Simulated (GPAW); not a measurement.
**SnSeS (P3m1): one start, several treatments of the self-energy**

Aim: compare treatments of exchange, screening and correlation for the gap of SnSeS (P3m1).

Calculated with GPAW 26.7.0; LDA and many-body steps on it, plane waves.

## 1. The starting structure

Symmetry: P3m1, No. 156, trigonal system. Conventional cell: a = 3.760 Å, b = 3.760 Å, c = 6.364 Å, α = 90.00°, β = 90.00°, γ = 120.00°. Nearest to Sn lie 3 S at 2.61 Å and 3 Se at 2.69 Å. Nearest to Se lie 3 Sn at 2.69 Å. Nearest to S lie 3 Sn at 2.61 Å. Farther neighbours and most contacts between anions are not listed.

Structure file:

```cif
data_structure
_symmetry_space_group_name_H-M 'P 1'
_symmetry_Int_Tables_number 1
_cell_length_a 3.7602
_cell_length_b 3.7602
_cell_length_c 6.3640
_cell_angle_alpha 90.000
_cell_angle_beta 90.000
_cell_angle_gamma 120.000
_cell_volume 77.93
loop_
_atom_site_label
_atom_site_type_symbol
_atom_site_fract_x
_atom_site_fract_y
_atom_site_fract_z
_atom_site_occupancy
Sn1 Sn 0.33333 0.66667 0.00765 1
Se2 Se 0.00000 0.00000 0.75771 1
S3 S 0.66667 0.33333 0.23464 1
```

The cell and positions are those that the Materials Project relaxed with its own functionals (PBE, PBE+U or r2SCAN), kept fixed.

## 2. Empty states on the mesh, 3×3×2 mesh, 272 bands

This step: GPAW 26.7.0; DFT, LDA, plane waves, PAW.

The sums over transitions need many empty states on a uniform mesh; this step solves for them.

run.py reads:

```python
import json
import numpy as np
from gpaw.mpi import world
from gpaw import GPAW

calc = GPAW('gs.gpw').fixed_density(kpts={'size': (3, 3, 2), 'gamma': True},
    parallel={'domain': 1, 'band': 1},
    txt='nscf.txt')
calc.diagonalize_full_hamiltonian(nbands=272)
calc.write('full.gpw', mode='all')
res = {}
kpts = calc.get_ibz_k_points()
res['kpts'] = kpts
res['eigenvalues'] = [calc.get_eigenvalues(kpt=k) for k in range(len(kpts))]
res['n_electrons'] = calc.get_number_of_electrons()

if world.rank == 0:
    with open('result.json', 'w') as f:
        json.dump(res, f, default=lambda x: x.tolist())
```

The run is started by

```
> mpirun -n 4 gpaw python run.py
```

Numbers of over 12 decimals in the logs are rounded to 6 here.

Log:

```text
Diagonalizing LCAO Hamiltonian
Converting LCAO to pw mode
convergence criteria:
- Maximum integral of absolute [eigenst]ate change: 4e-08 eV^2 / valence electron
maximum number of iterations: 100

SCF iterations
|iter     |     time |      energy | eigst |  dens |
|iter:   1|  |             | +0.69 |       |
|iter:   2|  |             | -0.76 |       |
|iter:   3|  |             | -2.22 |       |
|iter:   4|  |             | -3.54 |       |
|iter:   5|  |             | -4.65 |       |
|iter:   6|  |             | -5.75 |       |
|iter:   7|  |             | -6.75 |       |
|iter:   8|  |             | -7.50c|       |
SCF steps: 8
  __  _  _
 | _ |_)|_||  |
 |__||  | ||/\| - 26.7.0

Input parameters:
  mode=PW(ecut=450.000000),
  convergence={'density': 1e-06, 'bands': -3},
  gpts=array([20, 20, 32]),
  kpts=MonkhorstPack(size=(3, 3, 2), gamma=True),
  maxiter=100,
  nbands=20,
  occupations=Occupations(name='fermi-dirac', width=0.001, fixmagmom=False),
  parallel={'domain': 1, 'band': 1},
  xc=XC(name='LDA')
Matrix size: 1691x1691
# Writing to full.gpw (mode='all')
  [... matrices ...]

timing:  # [seconds]
  Total: 8.263  # ━━━━━━━━━━━━━━━━━━━━━━━━━━━━━━━━━━━━━━━━━━━━━━━━━━━━━━━━━━━
```

Wall time 11 s (4 MPI ranks of Arm Neoverse V2, shared host); peak memory 1.4 GiB; 43 s of CPU time.

This step gave:

| Item | Value |
| --- | --- |
| gap | 1.134 eV |
| k of the valence top | 0, 0, 0.5 |
| k of the conduction bottom | 0, 0, 0 |
| least direct gap | 1.182 eV |
| k points computed | 6 |
| lowest point of the top converged band, above the valence top | 118.0886 eV |

On this mesh the gap is 1.134 eV.

## 3. G0W0, Godby-Needs plasmon pole

Now the one-shot GW correction: screening in the RPA, then the self-energy of the levels asked for.

This step: G0W0 on LDA, plane waves, PAW.

run.py reads:

```python
import json
import numpy as np
from gpaw.mpi import world
from gpaw.response.g0w0 import G0W0

gw = G0W0('full.gpw',
    filename='gw',
    kpts=[0, 1],
    bands=(11, 15),
    ecut=78,
    nbands=121,
    integrate_gamma='WS',
    ppa=True)
gw.calculate()
res = {mode: {k: v for k, v in r.items() if k != 'sigma_eskwn'}
       for mode, r in gw.all_results.items()}

if world.rank == 0:
    with open('result.json', 'w') as f:
        json.dump(res, f, default=lambda x: x.tolist())
```

The run is started by

```
> mpirun -n 4 gpaw python run.py
```

Log:

```text
Using integrator: PointIntegrator
FrequencyGridDescriptor(from 0.000+0.000j to 0.000+27.211j eV, 2 points)
Nonperiodic BCs:  [False False False]
Using integrator: PointIntegrator
FrequencyGridDescriptor(from 0.000+0.000j to 0.000+27.211j eV, 2 points)
Nonperiodic BCs:  [False False False]
  ___  _ _ _
 |   || | | |
 | | || | | |
 |__ ||_____|
 |___|

BZ k-points: Symmetries present (total): 6

  [... matrices ...]
18 k-points: 3 x 3 x 2 Monkhorst-Pack grid + [0.000000,0.000000,1/4]
6 k-points in the irreducible part of the Brillouin zone
       k-points in crystal coordinates                weights
   0:     0.00000000    0.00000000    0.00000000          1/18
   1:     0.00000000    0.00000000    0.50000000          1/18
   2:     0.33333333    0.00000000    0.00000000          6/18
   3:     0.33333333    0.00000000    0.50000000          6/18
   4:     0.33333333    0.33333333    0.00000000          2/18
   5:     0.33333333    0.33333333    0.50000000          2/18

Distributing spins, k-points and bands (1 x 2 x 4) over 4 processes
Number of blocks: 1

Quasi particle states:
k-points (IBZ indices): [0, 1]
Band range: (11, 15)
  [... matrices ...]
Computational parameters:
Plane wave cut-off: 78 eV
Number of bands: 121
Coulomb cutoff: None
Broadening: 0.1 eV

fxc modes: GW
Kernel: RPA
Using Godby-Needs plasmon-pole approximation:
  Fitting energy: i*E0, E0 = 1.000 Hartree
Summing all q:

Calculating screened Coulomb potential
No Coulomb truncation
FrequencyGridDescriptor(from 0.000+0.000j to 0.000+27.211j eV, 2 points)
Removing empty qpoint cache files...

Calculating chi0 body with:
    Ground state adapter containing:
    Number of spins: 1
    Number of kpoints: 18
    Number of irreducible kpoints: 6
    Number of completely occupied states: 13
    Number of partially occupied states: 13
    Occupied states memory: 2.5390625 M / cpu

    Linear response parametrization:
    q_c: [0.0, 0.0, 0.0]
    Number of frequency points: 2
    Planewave cutoff: 78.0
    Number of bands: 121
    Number of planewaves: 135
    Broadening (eta): 1e-06
    comm.size: 4
    kncomm.size: 4
    blockcomm.size: 1

    Memory estimate of potentially large arrays:
        chi0_wGG: 0.556183 M / cpu
Integrating chi0 body.

Symmetries of q_c:
    Direct symmetries (Uq -> q): 6
    Indirect symmetries (TUq -> q): 6
In total 12 allowed symmetries.

  [... matrices ...]
6 groups of equivalent kpoints. 66.666667% reduction.

Integral kind: response function
Integrating chi0 head and wings.

Symmetries of q_c:
    Direct symmetries (Uq -> q): 6
    Indirect symmetries (TUq -> q): 6
In total 12 allowed symmetries.

  [... matrices ...]
6 groups of equivalent kpoints. 66.666667% reduction.

Integral kind: response function wings

Calculating chi0 body with:
    Ground state adapter containing:
    Number of spins: 1
    Number of kpoints: 18
    Number of irreducible kpoints: 6
    Number of completely occupied states: 13
    Number of partially occupied states: 13
    Occupied states memory: 2.5390625 M / cpu

[... the further q-points ...]

Results:
f:      Occupation numbers
eps:     KS-eigenvalues [eV]
vxc:     KS vxc [eV]
exx:     Exact exchange [eV]
sigma:   Self-energies [eV]
dsigma:  Self-energy derivatives
Z:       Renormalization factors
qp:      QP-energies [eV]

k-point 0 (0): (0.000, 0.000, 0.000)                GW
band       f     eps     vxc     exx   sigma  dsigma       Z      qp
                                                                   GW
  11   1.000   3.849 -15.842 -17.986   2.061  -0.293   0.774   3.785
  12   1.000   3.849 -15.842 -17.986   2.061  -0.293   0.774   3.785
  13   0.000   5.031 -15.172 -11.007  -3.091  -0.257   0.796   5.886
  14   0.000   7.021 -12.808  -7.831  -4.044  -0.245   0.803   7.770

k-point 1 (1): (0.000, 0.000, 0.500)                GW
band       f     eps     vxc     exx   sigma  dsigma       Z      qp
                                                                   GW
  11   1.000   3.897 -15.940 -18.070   2.052  -0.293   0.773   3.837
  12   1.000   3.897 -15.940 -18.070   2.052  -0.293   0.773   3.837
  13   0.000   6.102 -16.033 -11.531  -3.316  -0.270   0.787   7.036
  14   0.000   7.041 -13.370  -8.410  -3.978  -0.246   0.802   7.829
```

It took 9 s on 4 MPI ranks; peak memory 1.3 GiB; 36 s of CPU time.

Numbers from this step:

| Property | Result |
| --- | --- |
| G0W0 gap on the points computed | 2.049 eV |
| least direct G0W0 gap on the computed points | 2.101 eV |
| Z at the valence top | 0.7732 |
| Z at the conduction bottom | 0.7957 |
| starting gap on the mesh | 1.134 eV |
| k of the valence top | 0, 0, 0.5 |
| k of the conduction bottom | 0, 0, 0 |

The gap on the mesh goes from 1.13 eV to 2.05 eV, a correction of +0.92 eV.

## 4. One-shot HSE06

This step: one-shot HSE06 levels on LDA orbitals, plane waves, PAW.

run.py reads:

```python
import json
import numpy as np
from gpaw.mpi import world
from gpaw.hybrids.eigenvalues import non_self_consistent_eigenvalues

dft, vxc, vxc_hyb = non_self_consistent_eigenvalues('full.gpw', 'HSE06', 11, 15, kpt_indices=[0, 1])
res = {'dft': dft[0], 'hybrid': (dft - vxc + vxc_hyb)[0]}
if world.rank == 0:
    with open('hybrid.txt', 'w') as f:
        for k, e0, e1 in zip([0, 1], res['dft'], res['hybrid']):
            print(k, ' '.join(f'{x:9.4f}' for x in e0), '|', ' '.join(f'{x:9.4f}' for x in e1), file=f)

if world.rank == 0:
    with open('result.json', 'w') as f:
        json.dump(res, f, default=lambda x: x.tolist())
```

The run is started by

```
> mpirun -n 4 gpaw python run.py
```

Log:

```text
IBZ(<points: 6, symmetries: 6>)
Occupied bands: 13
Transforming wave functions from IBZ to BZ: 0.008 seconds
Distributing wave functions and iFFT-ing to real space: 0.052 seconds
Calculating eigenvalues:
  k-points: 2
  Bands: 11-14 (inclusive)
  Seconds: 0.129 (wave-function broadcasting: 0.009 seconds)
HSE06-eigenvalue shifts:
  min: -0.301 eV
  ave: 0.237 eV
  max: 0.847 eV
```

Run time: 2.3 s. Hardware: 4 MPI ranks; peak memory 0.65 GiB.

This step gave:

```
starting gap on the mesh                       : 1.134 eV
hybrid gap on the mesh                         : 2.124 eV
least direct hybrid gap on the computed points : 2.169 eV
```

## 5. G0W0, extrapolated in the cutoff

This step: G0W0 on LDA, plane waves, PAW.

run.py reads:

```python
import json
import numpy as np
from gpaw.mpi import world
from gpaw.response.g0w0 import G0W0

gw = G0W0('full.gpw',
    filename='gw',
    kpts=[0, 1],
    bands=(11, 15),
    ecut=130.0,
    integrate_gamma='WS',
    ppa=True,
    ecut_extrapolation=True)
gw.calculate()
res = {mode: {k: v for k, v in r.items() if k != 'sigma_eskwn'}
       for mode, r in gw.all_results.items()}

if world.rank == 0:
    with open('result.json', 'w') as f:
        json.dump(res, f, default=lambda x: x.tolist())
```

The run is started by

```
> mpirun -n 4 gpaw python run.py
```

Log:

```text
Using integrator: PointIntegrator
FrequencyGridDescriptor(from 0.000+0.000j to 0.000+27.211j eV, 2 points)
Nonperiodic BCs:  [False False False]
Using integrator: PointIntegrator
FrequencyGridDescriptor(from 0.000+0.000j to 0.000+27.211j eV, 2 points)
Nonperiodic BCs:  [False False False]
  ___  _ _ _
 |   || | | |
 | | || | | |
 |__ ||_____|
 |___|

BZ k-points: Symmetries present (total): 6

  [... matrices ...]
18 k-points: 3 x 3 x 2 Monkhorst-Pack grid + [0.000000,0.000000,1/4]
6 k-points in the irreducible part of the Brillouin zone
       k-points in crystal coordinates                weights
   0:     0.00000000    0.00000000    0.00000000          1/18
   1:     0.00000000    0.00000000    0.50000000          1/18
   2:     0.33333333    0.00000000    0.00000000          6/18
   3:     0.33333333    0.00000000    0.50000000          6/18
   4:     0.33333333    0.33333333    0.00000000          2/18
   5:     0.33333333    0.33333333    0.50000000          2/18

Distributing spins, k-points and bands (1 x 2 x 4) over 4 processes
Number of blocks: 1

Quasi particle states:
k-points (IBZ indices): [0, 1]
Band range: (11, 15)
  [... matrices ...]
Computational parameters:
Extrapolating to infinite plane wave cut-off using points at:
  112.031 eV
  120.183 eV
  130.000 eV
Number of bands: 262
Coulomb cutoff: None
Broadening: 0.1 eV

fxc modes: GW
Kernel: RPA
Using Godby-Needs plasmon-pole approximation:
  Fitting energy: i*E0, E0 = 1.000 Hartree
Summing all q:

Calculating screened Coulomb potential
No Coulomb truncation
FrequencyGridDescriptor(from 0.000+0.000j to 0.000+27.211j eV, 2 points)
Removing empty qpoint cache files...

Calculating chi0 body with:
    Ground state adapter containing:
    Number of spins: 1
    Number of kpoints: 18
[...]
chi0_wGG: 1.922638 M / cpu
Integrating chi0 body.

Symmetries of q_c:
    Direct symmetries (Uq -> q): 6
    Indirect symmetries (TUq -> q): 6
In total 12 allowed symmetries.

  [... matrices ...]
6 groups of equivalent kpoints. 66.666667% reduction.

Integral kind: response function
Integrating chi0 head and wings.

Symmetries of q_c:
    Direct symmetries (Uq -> q): 6
    Indirect symmetries (TUq -> q): 6
In total 12 allowed symmetries.

  [... matrices ...]
6 groups of equivalent kpoints. 66.666667% reduction.

Integral kind: response function wings

Calculating chi0 body with:
    Ground state adapter containing:
    Number of spins: 1
    Number of kpoints: 18
    Number of irreducible kpoints: 6
    Number of completely occupied states: 13
    Number of partially occupied states: 13
    Occupied states memory: 2.5390625 M / cpu

[... the further q-points ...]
Extrapolating selfenergy to infinite energy cutoff:
  Performing linear fit to 3 points
  Warning: Bad quality of linear fit for some (n,k).
           Higher cutoff might be necessary.
  Minimum R^2 = 0.0018. (R^2 Should be close to 1)
  [... matrices ...]
Results:
f:      Occupation numbers
eps:     KS-eigenvalues [eV]
vxc:     KS vxc [eV]
exx:     Exact exchange [eV]
sigma:   Self-energies [eV]
dsigma:  Self-energy derivatives
Z:       Renormalization factors
qp:      QP-energies [eV]

k-point 0 (0): (0.000, 0.000, 0.000)                GW
band       f     eps     vxc     exx   sigma  dsigma       Z      qp
                                                                   GW
  11   1.000   3.849 -15.842 -17.986   1.475  -0.300   0.769   3.334
  12   1.000   3.849 -15.842 -17.986   1.475  -0.300   0.769   3.334
  13   0.000   5.031 -15.172 -11.007  -3.656  -0.264   0.791   5.434
[...]
k-point 1 (1): (0.000, 0.000, 0.500)                GW
band       f     eps     vxc     exx   sigma  dsigma       Z      qp
                                                                   GW
[...]
13   0.000   6.102 -16.033 -11.531  -3.934  -0.277   0.783   6.547
  14   0.000   7.041 -13.370  -8.410  -4.410  -0.247   0.802   7.482
```

It took 54 s on 4 MPI ranks; peak memory 1.5 GiB.

Numbers from this step:

```
quasiparticle gap on the points computed              : 2.052 eV
least direct quasiparticle gap on the computed points : 2.100 eV
Z at the valence top                                  : 0.7688
Z at the conduction bottom                            : 0.7914
starting gap on the mesh                              : 1.134 eV
k of the valence top                                  : 0, 0, 0.5
k of the conduction bottom                            : 0, 0, 0
gaps at the cutoffs of the extrapolation              : 2.061, 2.061, 2.059 eV
```

Against G0W0 in GPAW (3×3×2 mesh, 121 bands, screening to 78 eV, Godby-Needs plasmon pole), the gap moves by +0.002 eV.

## 6. One-shot Hartree-Fock

This step: one-shot Hartree-Fock levels on LDA orbitals, plane waves, PAW.

run.py reads:

```python
import json
import numpy as np
from gpaw.mpi import world
from gpaw.hybrids.eigenvalues import non_self_consistent_eigenvalues

dft, vxc, vxc_hyb = non_self_consistent_eigenvalues('full.gpw', 'EXX', 11, 15, kpt_indices=[0, 1])
res = {'dft': dft[0], 'hybrid': (dft - vxc + vxc_hyb)[0]}
if world.rank == 0:
    with open('hybrid.txt', 'w') as f:
        for k, e0, e1 in zip([0, 1], res['dft'], res['hybrid']):
            print(k, ' '.join(f'{x:9.4f}' for x in e0), '|', ' '.join(f'{x:9.4f}' for x in e1), file=f)

if world.rank == 0:
    with open('result.json', 'w') as f:
        json.dump(res, f, default=lambda x: x.tolist())
```

The run is started by

```
> mpirun -n 4 gpaw python run.py
```

Log:

```text
IBZ(<points: 6, symmetries: 6>)
Occupied bands: 13
Transforming wave functions from IBZ to BZ: 0.008 seconds
Distributing wave functions and iFFT-ing to real space: 0.049 seconds
Calculating eigenvalues:
  k-points: 2
  Bands: 11-14 (inclusive)
  Seconds: 0.202 (wave-function broadcasting: 0.009 seconds)
HSE06-eigenvalue shifts:
  min: -2.144 eV
  ave: 1.257 eV
  max: 4.977 eV
```

Run time: 2.3 s. Hardware: 4 MPI ranks; peak memory 0.72 GiB.

Numbers from this step:

| Quantity | Value |
| --- | --- |
| starting gap on the mesh | 1.134 eV |
| hybrid gap on the mesh | 7.429 eV |
| least direct hybrid gap on the computed points | 7.491 eV |

## 7. G0W0, full frequency, Hilbert transform

This step: G0W0 on LDA, plane waves, PAW.

run.py reads:

```python
import json
import numpy as np
from gpaw.mpi import world
from gpaw.response.g0w0 import G0W0

gw = G0W0('full.gpw',
    filename='gw',
    kpts=[0, 1],
    bands=(11, 15),
    ecut=78,
    nbands=121,
    integrate_gamma='WS',
    frequencies={'type': 'nonlinear', 'domega0': 0.1, 'omega2': 15.0},
    eta=0.1,
    nblocksmax=True)
gw.calculate()
res = {mode: {k: v for k, v in r.items() if k != 'sigma_eskwn'}
       for mode, r in gw.all_results.items()}

if world.rank == 0:
    with open('result.json', 'w') as f:
        json.dump(res, f, default=lambda x: x.tolist())
```

The run is started by

```
> mpirun -n 4 gpaw python run.py
```

Log:

```text
Using integrator: PointIntegrator
NonLinearFrequencyDescriptor(from 0.000 to 87.349 eV, 257 points)
Nonperiodic BCs:  [False False False]
Using integrator: PointIntegrator
NonLinearFrequencyDescriptor(from 0.000 to 87.349 eV, 257 points)
Nonperiodic BCs:  [False False False]
  ___  _ _ _
 |   || | | |
 | | || | | |
 |__ ||_____|
 |___|

BZ k-points: Symmetries present (total): 6

  [... matrices ...]
18 k-points: 3 x 3 x 2 Monkhorst-Pack grid + [0.000000,0.000000,1/4]
6 k-points in the irreducible part of the Brillouin zone
[...]
GW
  11   1.000   3.849 -15.842 -17.986   2.053  -0.393   0.718   3.784
  12   1.000   3.849 -15.842 -17.986   2.053  -0.393   0.718   3.784
  13   0.000   5.031 -15.172 -11.007  -3.067  -0.307   0.765   5.871
[...]
k-point 1 (1): (0.000, 0.000, 0.500)                GW
band       f     eps     vxc     exx   sigma  dsigma       Z      qp
                                                                   GW
[...]
13   0.000   6.102 -16.033 -11.531  -3.351  -0.367   0.732   6.944
  14   0.000   7.041 -13.370  -8.410  -3.939  -0.277   0.783   7.841
```

Elapsed: 27 s, on 4 MPI ranks; peak memory 1.5 GiB.

This step gave:

```
G0W0 gap on the points computed              : 2.037 eV
least direct G0W0 gap on the computed points : 2.087 eV
starting gap on the mesh                     : 1.134 eV
k of the valence top                         : 0, 0, 0.5
k of the conduction bottom                   : 0, 0, 0
```

Against G0W0 in GPAW (3×3×2 mesh, 121 bands, screening to 78 eV, Godby-Needs plasmon pole), the gap moves by −0.012 eV.

## 8. Side by side

Times are wall times on 4 MPI ranks of Arm Neoverse V2, shared host, good to a factor of about two.

```csv
run,mesh,bands,screening cutoff (eV),DFT gap (eV),gap on the mesh (eV),direct (eV),time
"G0W0, Godby-Needs plasmon pole",3×3×2,121,78,1.134,2.049,2.101,9 s
one-shot HSE06,3×3×2,-,-,1.134,2.124,2.169,2.3 s
"G0W0, extrapolated in the cutoff",3×3×2,-,130,1.134,2.052,2.100,54 s
one-shot Hartree-Fock,3×3×2,-,-,1.134,7.429,7.491,2.3 s
"G0W0, full frequency, Hilbert transform",3×3×2,121,78,1.134,2.037,2.087,27 s
```

## 9. Outcome

```json
{
  "G0W0, Godby-Needs plasmon pole": "2.049 eV",
  "one-shot HSE06": "2.124 eV",
  "G0W0, extrapolated in the cutoff": "2.052 eV",
  "one-shot Hartree-Fock": "7.429 eV",
  "G0W0, full frequency, Hilbert transform": "2.037 eV",
  "known limits": "not at the basis limit; no spin-orbit coupling; coarse k mesh"
}
```

In words: One-shot HSE06: +0.075 eV against G0W0, Godby-Needs plasmon pole. G0W0, extrapolated in the cutoff: +0.002 eV against G0W0, Godby-Needs plasmon pole, at other bands or cutoff, so not like for like. One-shot Hartree-Fock: +5.380 eV against G0W0, Godby-Needs plasmon pole. G0W0, full frequency, Hilbert transform: −0.012 eV against G0W0, Godby-Needs plasmon pole. Bare exchange alone opens the gap to 7.43 eV; against G0W0, correlation takes back 5.38 eV. One-shot hybrid levels are evaluated on the LDA orbitals. Bands and cutoff are finite, so the gap is not at the basis limit. The miss can reach some tenths of an eV and take either sign; the mesh is an error of its own. These stock PAW sets were not made for GW; the filled d or f shell of Se lies in the frozen core, which bears on start and correction. In the G0W0 runs levels were corrected at 2 k points alone, so a gap called «on the mesh» is the least over those, and an edge elsewhere would be missed. The program warns of a poor linear fit in the extrapolation of some level, so the extrapolated values are rough. A denser mesh or path gives a starting gap of 0.85 eV: the GW mesh misses a band edge, so its gaps are not the fundamental one. The 3×3×2 mesh is coarse for this cell, which bears on the long-range parts of exchange and screening. The many-body steps are scalar-relativistic: spin-orbit coupling is not in them.

[Paths, hosts, dates, memory and timing lines, banners, echoed tables and standing remarks are left out of the program output.]

[Logs are printed without paths, hosts, clocks, repeated set-up lines and the standing remarks that a program may print on its own settings, such as how far it seeks lower states.]

[Runs of the session that timed out or met a known fault of the program may be left out.]

[Hosts, paths, dates, database ids (printed as entryN), source tags and the programs' standing remarks are cut or masked in the printed files.]
